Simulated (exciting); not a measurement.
Consider Be3N2, space group R3m.

```xyz
5
Lattice="1.4198 0.8197 4.8662 -1.4198 0.8197 4.8662 0.0000 -1.6394 4.8662" Properties=species:S:1:pos:R:3 pbc="T T T"
N     0.0000    0.0000    4.2565
N     0.0000    0.0000   11.6181
Be    0.0000    0.0000   13.3022
Be    0.0000    0.0000    9.9607
Be    0.0000    0.0000    2.0584
```

Absorber: atom 4, with 1 N at 1.66 Å and 3 N at 1.84 Å (distorted tetrahedral, site symmetry 3m). Method: exciting, all-electron LAPW+lo, LDA, exchange and screened direct term (singlet BSE), 4×4×4 shifted k points, 15 conduction bands, |G+q| up to 3 bohr⁻¹, full RPA screening with nempty = 35, Lorentzian half width 0.45 eV.

Predict the Be K near-edge structure at this level.

Bound core exciton? Yes on this mesh: the first bright state (over 5 % of the brightest) lies at -0.73 eV from the Kohn–Sham onset; weaker or dark states reach down to -0.82 eV. Maxima (height): -0.6 eV (0.50), 0.2 eV (0.54), 2.8 eV (0.90), 8.7 eV (0.25) and 12.8 eV (0.19).

Energy from the Kohn–Sham onset, core level to the lowest empty state found on the meshes used; Im ε in relative units:

```csv
E (eV),Im ε
-4.5,0.02
-4.0,0.02
-3.5,0.03
-3.0,0.04
-2.5,0.05
-2.0,0.08
-1.5,0.14
-1.0,0.32
-0.5,0.49
0.0,0.51
0.5,0.49
1.0,0.49
1.5,0.60
2.0,0.66
2.5,0.86
3.0,0.89
3.5,0.76
4.0,0.62
4.5,0.51
5.0,0.46
5.5,0.37
6.0,0.35
6.5,0.33
7.0,0.31
7.5,0.28
8.0,0.25
8.5,0.25
9.0,0.24
9.5,0.21
10.0,0.19
10.5,0.18
11.0,0.17
11.5,0.16
12.0,0.16
12.5,0.18
13.0,0.19
13.5,0.18
14.0,0.15
14.5,0.12
15.0,0.11
15.5,0.09
16.0,0.07
```

A mesh of 64 points doesn't converge binding energies, and fine structure above the first lines is partly noise of the mesh. Exchange and the short-range direct term aren't converged in the kernel cutoff. The zero comes from the shifted mesh, which comes near the band minimum without meeting it. The Kohn–Sham onset, 100 eV, is no photon energy (tabulated edge of the element: 111.5 eV): the scale needs a rigid shift. No quasiparticle correction widens the gap or stretches the bands. Vibrations and energy-dependent lifetimes are left out. The structure is a Materials Project entry, computed there, and may be a hypothetical form.

[Banner, clock and machine lines of the logs are left out without a mark of their own.]

[Logs are printed without paths, hosts, clocks, repeated set-up lines and the standing remarks that a program may print on its own settings, such as how far it seeks lower states.]

[Hosts, paths, dates, database ids (printed as entryN), source tags and the programs' standing remarks are cut or masked in the printed files.]
